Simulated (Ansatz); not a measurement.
## Bands, cutoff and cost in G0W0 for Cs2AgSbBr6 (Fm-3m)

Aim: see how the G0W0 gap of Cs2AgSbBr6 (Fm-3m) on r2SCAN moves with empty bands and screening cutoff, and what each rung costs.

Main program and level: Ansatz 0.2.0; G0W0 on r2SCAN, plane waves, PAW; PAW set soft_1.

Report form: the programs' logs are mostly left out.

In doubt: one-shot GW on d or f shells is unsure (steps 2, 3, 4, 5, 6), so the values of those runs are not to be relied on.

### Step 1. The starting structure

It takes space group Fm-3m (No. 225, cubic). The conventional cell has a = 11.379 Å, b = 11.379 Å, c = 11.379 Å, α = 90.00°, β = 90.00°, γ = 90.00°. Cs has 12 Br at 4.02 Å nearest. Nearest to Ag lie 6 Br at 2.86 Å. Nearest to Sb lie 6 Br at 2.83 Å. Br has 1 Sb at 2.83 Å and 1 Ag at 2.86 Å and 4 Cs at 4.02 Å nearest. Farther neighbours and most contacts between anions are not listed.

The cell and positions are those that the Materials Project relaxed with its own functionals (PBE, PBE+U or r2SCAN), kept fixed. Spin-orbit coupling is left out unless a step names it.

### Step 2. 180 empty bands, screening to 36 eV

G0W0 replaces the xc potential by the self-energy, built once from these orbitals. Only a window of levels is corrected, while the sums run over the empty bands that the input names. This step takes PAW set soft_1 files.

input.yaml reads:

```yaml
crystal:
  lattice:
    - [0.0, 5.689253, 5.689253]
    - [5.689253, 0.0, 5.689253]
    - [5.689253, 5.689253, 0.0]
  atoms:
    - { symbol: Cs, position: [0.75, 0.75, 0.75] }
    - { symbol: Cs, position: [0.25, 0.25, 0.25] }
    - { symbol: Ag, position: [0.5, 0.5, 0.5] }
    - { symbol: Sb, position: [0.0, 0.0, 0.0] }
    - { symbol: Br, position: [0.751554, 0.248446, 0.248446] }
    - { symbol: Br, position: [0.248446, 0.248446, 0.751554] }
    - { symbol: Br, position: [0.248446, 0.751554, 0.751554] }
    - { symbol: Br, position: [0.248446, 0.751554, 0.248446] }
    - { symbol: Br, position: [0.751554, 0.248446, 0.751554] }
    - { symbol: Br, position: [0.751554, 0.751554, 0.248446] }
kpoints:
  mp_grid: { grid: [2, 2, 2] }
hamiltonian:
  xc: r2scan
  pseudopotentials: { kind: paw, azcp: { folder: soft_1 } }
scf:
  occupations: { method: fixed }
gw:
  n_empty_bands: 180
  ecut_chi: 36
  qp_bands: [v3, c3]
  qp_kpoints: band_edges
  screening: { model: contour_deformation }
```

Run with:

```sh
$ ansatz run input.yaml --threads 3 --pin off --max-ram 92160MiB --backend cuda --events-out ev --progress --plain --runs-dir out --devices 1 --max-vram 13GiB
```

Elapsed: 15 s, on 1 × NVIDIA H100 80GB HBM3 (shared by 6 runs) with 3 threads of AMD EPYC 7R13 (Zen 3), shared host; peak memory 1.9 GiB; 20 s of CPU time.

This step gave:

| Property | Result |
| --- | --- |
| bands summed | 227 |
| RPA ε∞ on this mesh (eigenvalues) | 5.328, 5.328, 5.328 |
| plane waves in the screening matrix | 169 |
| q-points in the mesh | 8 |
| G0W0 gap on the mesh | 1.941 eV |
| k of the valence top | 0, -0.5, -0.5 |
| k of the conduction bottom | 0, 0, -0.5 |
| starting gap on the mesh | 1.184 eV |
| Z at the valence top | 0.7695 |
| Z at the conduction bottom | 0.7849 |
| least direct G0W0 gap on the computed points | 3.145 eV |

The gap on the mesh goes from 1.18 eV to 1.94 eV, a correction of +0.76 eV. Between the two edge states, bare exchange in place of the xc potential would open the gap by 6.14 eV, and correlation takes back 5.38 eV.

### Step 3. 510 empty bands, screening to 72 eV

Another rung: the empty bands reach about as high as the screening cutoff, so the two stay in balance.

input.yaml, as its differences from that of step 2:

```diff
@@ -24,4 +24,4 @@
 gw:
-  n_empty_bands: 180
-  ecut_chi: 36
+  n_empty_bands: 510
+  ecut_chi: 72
   qp_bands: [v3, c3]
```

Run time: 25 s. Hardware: 1 × NVIDIA H100 80GB HBM3 (shared by 6 runs) with 3 threads; peak memory 2.4 GiB; 41 s of CPU time.

Numbers from this step:

| Item | Value |
| --- | --- |
| bands summed | 557 |
| RPA ε∞ on this mesh (eigenvalues) | 5.286, 5.286, 5.286 |
| plane waves in the screening matrix | 531 |
| q-points in the mesh | 8 |
| G0W0 gap on the mesh | 1.866 eV |
| k of the valence top | 0, -0.5, -0.5 |
| k of the conduction bottom | 0, 0, -0.5 |
| starting gap on the mesh | 1.184 eV |
| Z at the valence top | 0.7622 |
| Z at the conduction bottom | 0.7805 |
| least direct G0W0 gap on the computed points | 3.138 eV |

Against the run with 2×2×2 mesh, 180 empty bands, screening to 36 eV, PAW set soft_1 files, the gap moves by −0.07 eV.

### Step 4. 1099 empty bands, screening to 120 eV

input.yaml, as its differences from that of step 3:

```diff
@@ -24,4 +24,4 @@
 gw:
-  n_empty_bands: 510
-  ecut_chi: 72
+  n_empty_bands: 1099
+  ecut_chi: 120.0
   qp_bands: [v3, c3]
```

It took 26 s on 1 × NVIDIA H100 80GB HBM3 (shared by 6 runs) with 3 threads; peak memory 3.2 GiB; 43 s of CPU time.

Numbers from this step:

```yaml
bands_summed: 1146
rpa_eps_infinity_on_this_mesh_eigenvalues: 5.267, 5.267, 5.267
plane_waves_in_the_screening_matrix: 1067
g0w0_gap_on_the_mesh: 1.944 eV
k_of_the_valence_top: 0, -0.5, -0.5
k_of_the_conduction_bottom: 0, 0, -0.5
starting_gap_on_the_mesh: 1.184 eV
least_direct_g0w0_gap_on_the_computed_points: 3.205 eV
```

Against the run with 2×2×2 mesh, 510 empty bands, screening to 72 eV, PAW set soft_1 files, the gap moves by +0.08 eV.

### Step 5. Changing the frequency model: 2×2×2 mesh, 1099 empty bands, screening to 120 eV, plasmon pole, PAW set soft_1 files

A plasmon pole stands in for the full frequency dependence of the screening; this run shows what that costs in accuracy.

input.yaml, as its differences from that of step 4:

```diff
@@ -28,2 +28,2 @@
   qp_kpoints: band_edges
-  screening: { model: contour_deformation }
+  screening: { model: godby_needs }
```

Elapsed: 29 s, on 1 × NVIDIA H100 80GB HBM3 (shared by 6 runs) with 3 threads; peak memory 3.6 GiB.

Numbers from this step:

```yaml
bands_summed: 1146
plasmon_pole_fit_frequency: 18.76 eV
rpa_eps_infinity_on_this_mesh_eigenvalues: 5.267, 5.267, 5.267
plane_waves_in_the_screening_matrix: 1067
g0w0_gap_on_the_mesh: 1.914 eV
k_of_the_valence_top: 0, -0.5, -0.5
k_of_the_conduction_bottom: 0, 0, -0.5
starting_gap_on_the_mesh: 1.184 eV
least_direct_g0w0_gap_on_the_computed_points: 3.200 eV
```

Against the run with 2×2×2 mesh, 1099 empty bands, screening to 120 eV, PAW set soft_1 files, the gap moves by −0.03 eV.

### Step 6. Changing the files and raising the bands: 2×2×2 mesh, 1629 empty bands, screening to 156 eV, hard PAW files

Other atomic data (hard PAW) test the pseudisation: the cutoff goes from 500 to 680 eV and the valence electrons from 94 to 160, which opens shells that were frozen. Bands and screening cutoff change too, so the step is no clean test of the files.

This step: G0W0 on r2SCAN, plane waves, PAW.

input.yaml, as its differences from that of step 5:

```diff
@@ -20,3 +20,3 @@
   xc: r2scan
-  pseudopotentials: { kind: paw, azcp: { folder: soft_1 } }
+  pseudopotentials: { kind: paw, source: ansatz }
 scf:
@@ -24,6 +24,6 @@
 gw:
-  n_empty_bands: 1099
-  ecut_chi: 120.0
+  n_empty_bands: 1629
+  ecut_chi: 156.0
   qp_bands: [v3, c3]
   qp_kpoints: band_edges
-  screening: { model: godby_needs }
+  screening: { model: contour_deformation }
```

Wall time 47 s (1 × NVIDIA H100 80GB HBM3 (shared by 6 runs) with 3 threads); peak memory 5.2 GiB.

This step gave:

| Property | Result |
| --- | --- |
| bands summed | 1709 |
| RPA ε∞ on this mesh (eigenvalues) | 5.261, 5.261, 5.261 |
| plane waves in the screening matrix | 1639 |
| G0W0 gap on the mesh | 2.005 eV |
| k of the valence top | 0, -0.5, -0.5 |
| k of the conduction bottom | 0, 0, -0.5 |
| starting gap on the mesh | 1.187 eV |
| least direct G0W0 gap on the computed points | 3.248 eV |

Against the run with 2×2×2 mesh, 1099 empty bands, screening to 120 eV, PAW set soft_1 files, the gap moves by +0.06 eV.

### Step 7. Side by side

Times are wall times on 1 × NVIDIA H100 80GB HBM3 (shared by 6 runs) with 3 threads of AMD EPYC 7R13 (Zen 3), shared host, good to a factor of about two.

```tsv
mesh	files	frequency	bands summed	cutoff (eV)	start (eV)	G0W0 (eV)	time	host memory (GiB)
2×2×2	PAW set soft_1	contour deformation	227	36	1.184	1.941	15 s	1.9
2×2×2	PAW set soft_1	contour deformation	557	72	1.184	1.866	25 s	2.4
2×2×2	PAW set soft_1	contour deformation	1146	120	1.184	1.944	26 s	3.2
2×2×2	PAW set soft_1	plasmon pole	1146	120	1.184	1.914	29 s	3.6
2×2×2	hard PAW	contour deformation	1709	156	1.187	2.005	47 s	5.2
```

How the two edges are built up, in eV (the quasiparticle level is the starting level plus Σx plus Σc less Vxc):

```tsv
run	edge	start	Σx	Σc	Vxc	Z	QP
227 bands	valence top	3.75	-23.07	2.41	-20.75	0.77	3.84
227 bands	conduction bottom	4.94	-9.35	-2.97	-13.16	0.78	5.78
557 bands	valence top	3.75	-23.07	2.12	-20.75	0.76	3.54
557 bands	conduction bottom	4.94	-9.35	-3.34	-13.16	0.78	5.41
1146 bands	valence top	3.75	-23.07	1.86	-20.75	0.76	3.28
1146 bands	conduction bottom	4.94	-9.35	-3.52	-13.16	0.78	5.23
```

### Step 8. Summary of results

```
227 bands, 36 eV   : 1.941 eV
557 bands, 72 eV   : 1.866 eV
1146 bands, 120 eV : 1.944 eV
mesh and start     : 2×2×2, r2SCAN
```

From 227 to 1146 bands the gap moves by +0.003 eV. Σc changes by −0.55 eV at the valence top and −0.55 eV at the conduction bottom, so the levels themselves move more than the gap between them. The gap turns back along the series, so no limit is drawn from it. The plasmon-pole model gives −0.03 eV against contour deformation, 4 % of the correction, and saved no time in this program. With hard PAW files and 1709 bands the gap is 2.01 eV. The 2×2×2 mesh is coarse for this cell (its supercell is 16 Å along the shortest edge). The RPA ε∞ on it, from the r2SCAN start, is 5.27; such meshes misread the long-range screening, most where the gap is narrow. A d shell, filled or nearly so, lies near the gap. One-shot GW converges very slowly in bands there, not always from below, and on a semilocal start the gap tends to come out low; starts rich in exact exchange can overshoot instead. The many-body steps are scalar-relativistic: spin-orbit coupling is not in them.

[Paths, hosts, dates, memory and timing lines, banners, echoed tables and standing remarks are left out of the program output.]

[Logs are printed without paths, hosts, clocks, repeated set-up lines and the standing remarks that a program may print on its own settings, such as how far it seeks lower states.]

[Runs of the session that timed out or met a known fault of the program may be left out.]

[Cells called generated may have been cut or substituted from an entry of the Crystallography Open Database or the Materials Project.]

[Hosts, paths, dates, database ids (printed as entryN), source tags and the programs' standing remarks are cut or masked in the printed files.]
